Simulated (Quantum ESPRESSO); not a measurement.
# Dipole at the next field: honeycomb PN, 1 layer

How the rows were computed: Quantum ESPRESSO 7.5, PBE, GBRV ultrasoft; sawtooth field along the normal with dipole correction, ions clamped, threshold 1e-9 Ry; cell area 6.445 Å².

```
field (V/Å)  dipole (e Å a cell)
          0              0.02704
        0.1              0.03756
        0.2              0.04807
```

**Question.** What is the dipole at −0.2 V/Å, and what electrostatic thickness 4πα/A follows from the rows?

**Fit.** The slope is (0.04807 − (0.02704))/0.2 = 0.1051 e Å²/V, so 4πα/A = 180.95 × 0.1051/6.445 = 2.95 Å. Linear response gives p = 0.02704 + 0.1051 × (−0.2) = 0.00601 e Å; a parabola through the three rows gives 0.00597.

What the calculation gave: p = 0.00598 e Å. The line misses by 0.1 % of the induced dipole and the parabola by 0.0 %. The response is linear over this range.

**Limits.** Electrons alone respond; local and semilocal functionals tend to overscreen.

[Logs are printed without paths, hosts, clocks, repeated set-up lines and the standing remarks that a program may print on its own settings, such as how far it seeks lower states.]
